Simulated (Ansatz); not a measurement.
An input for Ansatz 0.2.0 (LaVO4 (P2_1/c)):

```yaml
crystal:
  lattice:
    - [6.725, 0.0, 0.0]
    - [0.0, 7.2827, 0.0]
    - [-4.9123006198, 0.0, 6.8121466218]
  atoms:
    - { symbol: La, position: [0.827399, 0.157198, 0.723776] }
    - { symbol: La, position: [0.172601, 0.657198, 0.776224] }
    - { symbol: La, position: [0.172601, 0.842802, 0.276224] }
    - { symbol: La, position: [0.827399, 0.342802, 0.223776] }
    - { symbol: V, position: [0.31429, 0.16481, 0.69917] }
    - { symbol: V, position: [0.68571, 0.66481, 0.80083] }
    - { symbol: V, position: [0.68571, 0.83519, 0.30083] }
    - { symbol: V, position: [0.31429, 0.33519, 0.19917] }
    - { symbol: O, position: [0.8171, 0.4979, 0.7446] }
    - { symbol: O, position: [0.1829, 0.9979, 0.7554] }
    - { symbol: O, position: [0.1829, 0.5021, 0.2554] }
    - { symbol: O, position: [0.8171, 0.0021, 0.2446] }
    - { symbol: O, position: [0.6098, 0.2795, 0.3821] }
    - { symbol: O, position: [0.3902, 0.7795, 0.1179] }
    - { symbol: O, position: [0.3902, 0.7205, 0.6179] }
    - { symbol: O, position: [0.6098, 0.2205, 0.8821] }
    - { symbol: O, position: [0.6587, 0.895, 0.4829] }
    - { symbol: O, position: [0.3413, 0.395, 0.0171] }
    - { symbol: O, position: [0.3413, 0.105, 0.5171] }
    - { symbol: O, position: [0.6587, 0.605, 0.9829] }
    - { symbol: O, position: [0.8898, 0.8436, 0.8857] }
    - { symbol: O, position: [0.1102, 0.3436, 0.6143] }
    - { symbol: O, position: [0.1102, 0.1564, 0.1143] }
    - { symbol: O, position: [0.8898, 0.6564, 0.3857] }
kpoints:
  mp_grid: { grid: [2, 2, 2] }
  band_path:
    path:
      - [0.0, 0.0, 0.0]
      - [0.0, 0.5, 0.0]
      - [0.0, 0.5, 0.5]
      - [0.0, 0.0, 0.5]
      - [-0.5, 0.0, 0.5]
      - [-0.5, 0.5, 0.5]
      - [-0.5, 0.5, 0.0]
      - [-0.5, 0.0, 0.0]
      - [-0.5, 0.35, 0.0]
      - [-0.5, 0.1, 0.0]
    npoints: 1
hamiltonian:
  xc: hse06
scf:
  occupations: { method: fixed }
  n_extra_bands: 12
output:
  eigenvalues: true
```

```sh
ansatz run input.yaml --threads 24 --pin off --max-ram 82944MiB --backend cuda --events-out ev --progress --plain --runs-dir out --devices 1 --max-vram 78GiB
```

Estimate wall time and host memory on 1 × NVIDIA GB200 (shared by 2 runs) with 24 threads of Arm Neoverse V2, shared host.

It took 20 s; on shared hardware allow 10 s to 40 s. Peak host memory was 1.9 GiB. The sizes that set the cost: 6513 plane waves a state, 8 irreducible k points and 19 SCF cycles.

Exact exchange couples every pair of k points and filled bands, so it costs far more than a semilocal run.

[Paths, hosts, dates, memory and timing lines, banners, echoed tables and standing remarks are left out of the program output.]

[Logs are printed without paths, hosts, clocks, repeated set-up lines and the standing remarks that a program may print on its own settings, such as how far it seeks lower states.]

[Runs of the session that timed out or met a known fault of the program may be left out.]

[Cells called generated may have been cut or substituted from an entry of the Crystallography Open Database or the Materials Project.]

[Hosts, paths, dates, database ids (printed as entryN), source tags and the programs' standing remarks are cut or masked in the printed files.]
